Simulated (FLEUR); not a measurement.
# GdZn: parallel and opposed starts, part 2 of 2

Aim: find out whether GdZn carries moments, and which collinear order costs least.

FLEUR MaX-R8.1; LDA (VWN) with U = 3.6 eV on Gd f; all-electron FLAPW, Dirac cores, scalar-relativistic bands.

So far, largest spin moment in the muffin-tin sphere (μB): step 2 (run 1 (ferro +)) 7.28.

The database entry behind the starting cell differs from later determinations by our own check (about 0.4 % long), so it need not match the best structure at ambient conditions.

## 3. Start 2: antiferro q=(1/2,1/2,1/2) +-

Reversing part of the moments tests the sign of the couplings between them.

The cell is doubled to 4 atoms to hold this order. The mesh is halved along the doubled vector, so that both cells sample the same points. The k list default-1 (kpts.xml, not shown) is a Γ-centred 4×8×8 mesh.

Contents of inp.xml:

```
<?xml version="1.0" encoding="UTF-8" standalone="no"?>
<fleurInput fleurInputVersion="0.39">
   <comment>
      GdZn
   </comment>
   <calculationSetup>
      <cutoffs Kmax="3.6" Gmax="10.8" GmaxXC="10.8" numbands="0"/>
      <scfLoop itmax="130" minDistance="0.0001" maxIterBroyd="15" imix="Anderson" alpha="0.05" precondParam="0.0" spinf="2.0" sdNocoIR="T"/>
      <coreElectrons ctail="T" frcor="F" kcrel="0" coretail_lmax="0"/>
      <xcFunctional name="vwn" relativisticCorrections="F"/>
      <magnetism jspins="2"/>
      <soc l_soc="F" theta="0.0" phi="0.0" spav="F"/>
      <expertModes spex="0" secvar="F"/>
      <geometryOptimization l_f="F" forcealpha="1.0" forcemix="BFGS" epsdisp="0.00001" epsforce="0.00001"/>
      <ldaU l_linMix="F" mixParam="0.05" spinf="1.0"/>
   </calculationSetup>
   <cell>
      <bzIntegration valenceElectrons="60.0" mode="hist" fermiSmearingEnergy="0.00183747">
         <kPointListSelection listName="default-1"/>
         <xi:include xmlns:xi="http://www.w3.org/2001/XInclude" href="kpts.xml"> </xi:include>
      </bzIntegration>
      <xi:include xmlns:xi="http://www.w3.org/2001/XInclude" href="sym.xml"> </xi:include>
      <bulkLattice scale="1.0">
         <bravaisMatrix>
            <row-1>   13.6740582376055979     0.0000000000000000     0.0000000000000000</row-1>
            <row-2>    6.8370291188027990     6.8370291188027990     0.0000000000000000</row-2>
            <row-3>    6.8370291188027990     0.0000000000000000     6.8370291188027990</row-3>
         </bravaisMatrix>
      </bulkLattice>
   </cell>
   <atomSpecies>
      <species name="Gadolinium7.000" element="Gd" atomicNumber="64">
         <mtSphere radius="2.8" gridPoints="925" logIncrement="0.014"/>
         <atomicCutoffs lmax="10" lnonsphr="8"/>
         <electronConfig flipSpins="F">
            <coreConfig>(1s1/2) (2s1/2) (2p1/2) (2p3/2) (3s1/2) (3p1/2) (3p3/2) (4s1/2) (3d3/2) (3d5/2) (4p1/2) (4p3/2) (4d3/2) (4d5/2)</coreConfig>
            <valenceConfig>(5s1/2) (5p1/2) (5p3/2) (6s1/2) (4f5/2) (4f7/2) (5d3/2) (5d5/2)</valenceConfig>
            <stateOccupation state="(4f5/2)" spinUp="2.5" spinDown="0.5"/>
            <stateOccupation state="(4f7/2)" spinUp="4.0" spinDown="0.0"/>
            <stateOccupation state="(5d3/2)" spinUp="0.4" spinDown="0.0"/>
            <stateOccupation state="(5d5/2)" spinUp="0.6" spinDown="0.0"/>
         </electronConfig>
         <energyParameters s="6" p="6" d="5" f="4"/>
         <ldaU l="3" U="3.6" J="0.0" l_amf="F"/>
         <lo type="SCLO" l="0" n="5" eDeriv="0"/>
         <lo type="SCLO" l="1" n="5" eDeriv="0"/>
      </species>
      <species name="Gadolinium-7.000" element="Gd" atomicNumber="64">
         <mtSphere radius="2.8" gridPoints="925" logIncrement="0.014"/>
         <atomicCutoffs lmax="10" lnonsphr="8"/>
         <electronConfig flipSpins="F">
            <coreConfig>(1s1/2) (2s1/2) (2p1/2) (2p3/2) (3s1/2) (3p1/2) (3p3/2) (4s1/2) (3d3/2) (3d5/2) (4p1/2) (4p3/2) (4d3/2) (4d5/2)</coreConfig>
            <valenceConfig>(5s1/2) (5p1/2) (5p3/2) (6s1/2) (4f5/2) (4f7/2) (5d3/2) (5d5/2)</valenceConfig>
            <stateOccupation state="(4f5/2)" spinUp="0.5" spinDown="2.5"/>
            <stateOccupation state="(4f7/2)" spinUp="0.0" spinDown="4.0"/>
            <stateOccupation state="(5d3/2)" spinUp="0.0" spinDown="0.4"/>
            <stateOccupation state="(5d5/2)" spinUp="0.0" spinDown="0.6"/>
         </electronConfig>
         <energyParameters s="6" p="6" d="5" f="4"/>
         <ldaU l="3" U="3.6" J="0.0" l_amf="F"/>
         <lo type="SCLO" l="0" n="5" eDeriv="0"/>
         <lo type="SCLO" l="1" n="5" eDeriv="0"/>
      </species>
      <species name="Zinc (Zn)" element="Zn" atomicNumber="30">
         <mtSphere radius="2.8" gridPoints="925" logIncrement="0.014"/>
         <atomicCutoffs lmax="10" lnonsphr="8"/>
         <electronConfig flipSpins="F">
            <coreConfig>(1s1/2) (2s1/2) (2p1/2) (2p3/2) (3s1/2) (3p1/2) (3p3/2)</coreConfig>
            <valenceConfig>(4s1/2) (3d3/2) (3d5/2)</valenceConfig>
         </electronConfig>
         <energyParameters s="4" p="4" d="3" f="4"/>
      </species>
   </atomSpecies>
   <atomGroups>
      <atomGroup species="Gadolinium7.000">
         <relPos label="                   1">.0000000000 .0000000000 .0000000000</relPos>
         <force calculate="T" relaxXYZ="TTT"/>
      </atomGroup>
      <atomGroup species="Gadolinium-7.000">
         <relPos label="                   2">1.000/2.000 .0000000000 .0000000000</relPos>
         <force calculate="T" relaxXYZ="TTT"/>
      </atomGroup>
      <atomGroup species="Zinc (Zn)">
         <relPos label="                   3">-1.000/4.000 1.000/2.000 1.000/2.000</relPos>
         <relPos label="                   4">1.000/4.000 1.000/2.000 1.000/2.000</relPos>
         <force calculate="T" relaxXYZ="TTT"/>
      </atomGroup>
   </atomGroups>
   <output dos="F" band="F" slice="F">
      <bandDOS minEnergy="-.5*Htr" maxEnergy="0.5*Htr" sigma="0.015" storeEVData="T"/>
      <plotting iplot="0" polar="F">
         <plot TwoD="T" vec1="  1.0  0.0  0.0" vec2="  0.0  1.0  0.0" vec3="  0.0  0.0  1.0" zero="  0.0  0.0  0.0" file="plot"/>
      </plotting>
      <moessbauerParams electricFieldGradient="F" isomerShift="F" coreHyperfine="F" valenceHyperfine="F"/>
   </output>
</fleurInput>
```

Contents of crystal.txt:

```
GdZn
&input film=F cartesian=F /
7.23600000000  0.00000000000  0.00000000000
3.61800000000  3.61800000000  0.00000000000
3.61800000000  0.00000000000  3.61800000000
1.8897261246
1.0 1.0 1.0

4
64 0.00000000000  0.00000000000  0.00000000000 : 7.000
64 0.50000000000  0.00000000000  0.00000000000 : -7.000
30 0.75000000000  0.50000000000  0.50000000000
30 0.25000000000  0.50000000000  0.50000000000

&kpt div1=4 div2=8 div3=8 gamma=T /
```

Launch:

```sh
$ OMP_NUM_THREADS=1 inpgen -f crystal.txt > inpgen.log  # inp.xml is then edited as shown
$ OMP_NUM_THREADS=1 mpirun -n 4 fleur_MPI > fleur.log
```

Output:

```text
[banner, memory and clock lines left out]
Welcome to FLEUR        (www.flapw.de)
      MaX-Release 8.1          (www.max-centre.eu)

 ========== k-point set info ==========
 Selected k-point list: default-1
 k-point list type: mesh
 0 x 0 x 0
 Number of k points: 40

 ------------Calculation Setup---------------------------
 Number of PE/node        :            4
 Number of OMP-threads    :            1
 k-points in parallel     :            4
 pe's per k-point         :            1
 No of k-point loops      :           10
 Eigenvalue solver        :       lapack
 Number of basis functions:          555
 Approximate size of matrices (H+S) per k-point:         0.005 GB
 Iteration:     1   Distance:      22.18862670 me/bohr^3
 Iteration:     2   Distance:      21.16445126 me/bohr^3
 Iteration:     3   Distance:      11.88442970 me/bohr^3
 Iteration:     4   Distance:       4.90830872 me/bohr^3
 Iteration:     5   Distance:       1.29116093 me/bohr^3
 Iteration:     6   Distance:       0.87400448 me/bohr^3
 Iteration:     7   Distance:       0.86011845 me/bohr^3
 Iteration:     8   Distance:       0.08503872 me/bohr^3
 Iteration:     9   Distance:       0.18090339 me/bohr^3
 Iteration:    10   Distance:       0.01690113 me/bohr^3
 Iteration:    11   Distance:       0.00405615 me/bohr^3
 Iteration:    12   Distance:       0.00210203 me/bohr^3
 Iteration:    13   Distance:       0.00034662 me/bohr^3
 Iteration:    14   Distance:       0.00054387 me/bohr^3
 Iteration:    15   Distance:       0.00034123 me/bohr^3
 Iteration:    16   Distance:       0.00026715 me/bohr^3
 Iteration:    17   Distance:       0.00011948 me/bohr^3
 Iteration:    18   Distance:       0.00002067 me/bohr^3

 ********************************************************************
 Run finished successfully
 Stop message:
   all done
 ********************************************************************

--- out.xml (last complete iteration) ---
<iteration numberForCurrentRun="   18" overallNumber="   18">
         [... left out ...]
         <bandgap value="0.0000000004" units="eV"/>
         <sumValenceSingleParticleEnergies value="-9.3591379501" units="Htr"/>
         <FermiEnergy value="0.2718689454" units="Htr"/>
         <valenceDensity>
            <mtCharges spin="1">
               <mtCharge atomType="1" total="11.5760852" s="1.1075357" p="2.9789740" d="0.5245019" f="6.9639026"/>
               <mtCharge atomType="2" total="4.4297278" s="1.0884419" p="2.9588712" d="0.3435564" f="0.0376367"/>
               <mtCharge atomType="3" total="5.8544383" s="0.5153357" p="0.3840252" d="4.9484423" f="0.0043810"/>
            </mtCharges>
            <mtCharges spin="2">
               <mtCharge atomType="1" total="4.4297278" s="1.0884419" p="2.9588712" d="0.3435564" f="0.0376367"/>
               <mtCharge atomType="2" total="11.5760852" s="1.1075357" p="2.9789740" d="0.5245019" f="6.9639026"/>
               <mtCharge atomType="3" total="5.8544383" s="0.5153357" p="0.3840252" d="4.9484423" f="0.0043810"/>
            </mtCharges>
            <spinDependentCharge spin="1" total="30.0000000" interstitial="2.2853103" mtSpheres="27.7146897"/>
            <spinDependentCharge spin="2" total="30.0000000" interstitial="2.2853103" mtSpheres="27.7146897"/>
            <totalCharge value="60.0000000000"/>
         </valenceDensity>
         [... left out ...]
         <magneticMomentsInMTSpheres units="muBohr">
            <globalMagMoment atomType="1" vec="0.00000   0.00000   7.14636"/>
            <localMagMoment atomType="1" vec="0.00000   0.00000   7.14636"/>
            <globalMagMoment atomType="2" vec="0.00000   0.00000  -7.14636"/>
            <localMagMoment atomType="2" vec="0.00000   0.00000  -7.14636"/>
            <globalMagMoment atomType="3" vec="0.00000   0.00000   0.00000"/>
            <localMagMoment atomType="3" vec="0.00000   0.00000   0.00000"/>
         </magneticMomentsInMTSpheres>
         [... left out ...]
         <totalEnergy value="   -26133.0116660645" units="Htr">
            <sumOfEigenvalues value="   -15934.0034921788">
               <coreElectrons value="-15924.6443542287"/>
               <valenceElectrons value="-9.3591379501"/>
            </sumOfEigenvalues>
            <densityCoulombPotentialIntegral value="-43339.4718466332"/>
            <densityEffectivePotentialIntegral value="-44166.3999065475"/>
            <chargeDenXCDenIntegral value="-623.4686538088"/>
            <FockExchangeEnergyValence value="0.0000000000"/>
            <FockExchangeEnergyCore value="0.0000000000"/>
         [... left out ...]
            <dftUCorrection value="-0.9165929633"/>
            <tkbTimesEntropy value="0.0016401041"/>
            <freeEnergy value="-26133.0133061686"/>
            <extrapolationTo0K value="-26133.0124861166"/>
         </totalEnergy>
         [... left out ...]
         <ldaUDensityMatrixConvergence>
            <distance spin="1" distance="0.000000"/>
            <distance spin="2" distance="0.000000"/>
         </ldaUDensityMatrixConvergence>
         <densityConvergence units="me/bohr^3">
            <chargeDensity spin="1" distance="0.0000117742"/>
            <chargeDensity spin="2" distance="0.0000117742"/>
            <overallChargeDensity distance="0.0000206691"/>
            <spinDensity distance="0.0000112832"/>
         </densityConvergence>
      </iteration>
```

Run time: 40 s. Hardware: 4 MPI ranks of AMD EPYC 9R45, shared host; peak memory 0.37 GiB; 2.6 min of CPU time.

Spin moment in the muffin-tin sphere by atom:

```tsv
atom	spin moment in the muffin-tin sphere (μB)
Gd1	7.15
Gd2	-7.15
Zn3	0.00
Zn4	0.00
```

Read from the output:

```
free energy                                                       : -711115.5188 eV
program's band gap on this mesh (in a metal only a level spacing) : 4.00e-10 eV
magnetization                                                     : 0 μB
final state                                                       : antiferromagnetic
```

It lies 60.3 meV a seeded atom over the first start, and its largest moment is 7.15 μB against 7.28 μB.

## 4. Run 3 (antiferro q=(0,1/2,1/2) +-)

An opposed order shows whether neighbours prefer unlike signs.

The cell is doubled to 4 atoms to hold this order. The mesh is halved along the doubled vector, so that both cells sample the same points. The k list default-1 (kpts.xml, not shown) is a Γ-centred 8×4×8 mesh.

inp.xml, as its differences from that of step 3:

```diff
@@ -24,5 +24,5 @@
          <bravaisMatrix>
-            <row-1>   13.6740582376055979     0.0000000000000000     0.0000000000000000</row-1>
-            <row-2>    6.8370291188027990     6.8370291188027990     0.0000000000000000</row-2>
-            <row-3>    6.8370291188027990     0.0000000000000000     6.8370291188027990</row-3>
+            <row-1>    6.8370291188027990     0.0000000000000000     0.0000000000000000</row-1>
+            <row-2>    0.0000000000000000    13.6740582376055979     0.0000000000000000</row-2>
+            <row-3>    0.0000000000000000     6.8370291188027990     6.8370291188027990</row-3>
          </bravaisMatrix>
@@ -79,3 +79,3 @@
       <atomGroup species="Gadolinium-7.000">
-         <relPos label="                   2">1.000/2.000 .0000000000 .0000000000</relPos>
+         <relPos label="                   2">.0000000000 1.000/2.000 .0000000000</relPos>
          <force calculate="T" relaxXYZ="TTT"/>
@@ -83,4 +83,4 @@
       <atomGroup species="Zinc (Zn)">
-         <relPos label="                   3">-1.000/4.000 1.000/2.000 1.000/2.000</relPos>
-         <relPos label="                   4">1.000/4.000 1.000/2.000 1.000/2.000</relPos>
+         <relPos label="                   3">1.000/2.000 .0000000000 1.000/2.000</relPos>
+         <relPos label="                   4">1.000/2.000 1.000/2.000 1.000/2.000</relPos>
          <force calculate="T" relaxXYZ="TTT"/>
```

Contents of crystal.txt:

```
GdZn
&input film=F cartesian=F /
3.61800000000  0.00000000000  0.00000000000
0.00000000000  7.23600000000  0.00000000000
0.00000000000  3.61800000000  3.61800000000
1.8897261246
1.0 1.0 1.0

4
64 0.00000000000  0.00000000000  0.00000000000 : 7.000
64 0.00000000000  0.50000000000  0.00000000000 : -7.000
30 0.50000000000  0.00000000000  0.50000000000
30 0.50000000000  0.50000000000  0.50000000000

&kpt div1=8 div2=4 div3=8 gamma=T /
```

Output:

```text
[banner, memory and clock lines left out]
Welcome to FLEUR        (www.flapw.de)
      MaX-Release 8.1          (www.max-centre.eu)

 ========== k-point set info ==========
 Selected k-point list: default-1
 k-point list type: mesh
 0 x 0 x 0
 Number of k points: 68

 [... set-up left out ...]
 Iteration:     1   Distance:      22.32229409 me/bohr^3
 Iteration:     2   Distance:      21.29162733 me/bohr^3
 Iteration:     3   Distance:      11.96280491 me/bohr^3
 Iteration:     4   Distance:       4.96848963 me/bohr^3
 Iteration:     5   Distance:       1.28025763 me/bohr^3
[...]
[... left out ...]
            <freeEnergy value="-26133.0142047642"/>
            <extrapolationTo0K value="-26133.0132941773"/>
         </totalEnergy>
         [... left out ...]
         <ldaUDensityMatrixConvergence>
            <distance spin="1" distance="0.000001"/>
            <distance spin="2" distance="0.000001"/>
         </ldaUDensityMatrixConvergence>
         <densityConvergence units="me/bohr^3">
            <chargeDensity spin="1" distance="0.0000474427"/>
            <chargeDensity spin="2" distance="0.0000474428"/>
            <overallChargeDensity distance="0.0000565281"/>
            <spinDensity distance="0.0000762092"/>
         </densityConvergence>
      </iteration>
```

Elapsed: 60 s, on 4 MPI ranks; peak memory 0.44 GiB.

Spin moment in the muffin-tin sphere by atom:

```tsv
atom	spin moment in the muffin-tin sphere (μB)
Gd1	7.20
Gd2	-7.20
Zn3	0.00
Zn4	0.00
```

This step gave:

- free energy: -711115.5433 eV
- program's band gap on this mesh (in a metal only a level spacing): 0 eV
- magnetization: 0 μB
- final state: antiferromagnetic

It lies 48.0 meV a seeded atom over the first start, and its largest moment is 7.20 μB against 7.28 μB.

## 5. Ranking

Free energies are divided by the number of seeded atoms, so that cells of unlike size compare. Wavevectors q in the names are fractions of the primitive cell's reciprocal vectors.

Orders:

```tsv
start	final state	typed order kept	energy over the lowest (meV a seeded atom)	largest sphere moment (μB)	net moment (μB a primitive cell)	mesh matched	CPU time (s)
ferro +	ferromagnetic	yes	0	7.282	7.609	yes	40.22
antiferro q=(1/2,1/2,1/2) +-	antiferromagnetic	yes	60.26	7.146	0	yes	158.1
antiferro q=(0,1/2,1/2) +-	antiferromagnetic	yes	48.03	7.197	0	yes	239.2
```

## 6. Outcome

* lowest state found: ferromagnetic (typed ferro +)
* largest site spin moment: 7.28 μB
* next finished state: antiferromagnetic, 48.0 meV a seeded atom higher

In words: The lowest state found is ferromagnetic, reached from the start ferro +, with moments up to 7.28 μB. The next finished state costs 48 meV a seeded atom. Only 3 starts were tried; other patterns of signs, canted and longer-period orders were not. The f shell is half filled, so the spin-only picture is fair.

[Logs and program files are shortened in this print: banners, set-up blocks, solver, clock and traceback lines can be left out without a mark of their own.]

[Logs are printed without paths, hosts, clocks, repeated set-up lines and the standing remarks that a program may print on its own settings, such as how far it seeks lower states.]

[Hosts, paths, dates, database ids (printed as entryN), source tags and the programs' standing remarks are cut or masked in the printed files.]

[Where a cell is said to come from a database of computed structures, the database is the Materials Project.]
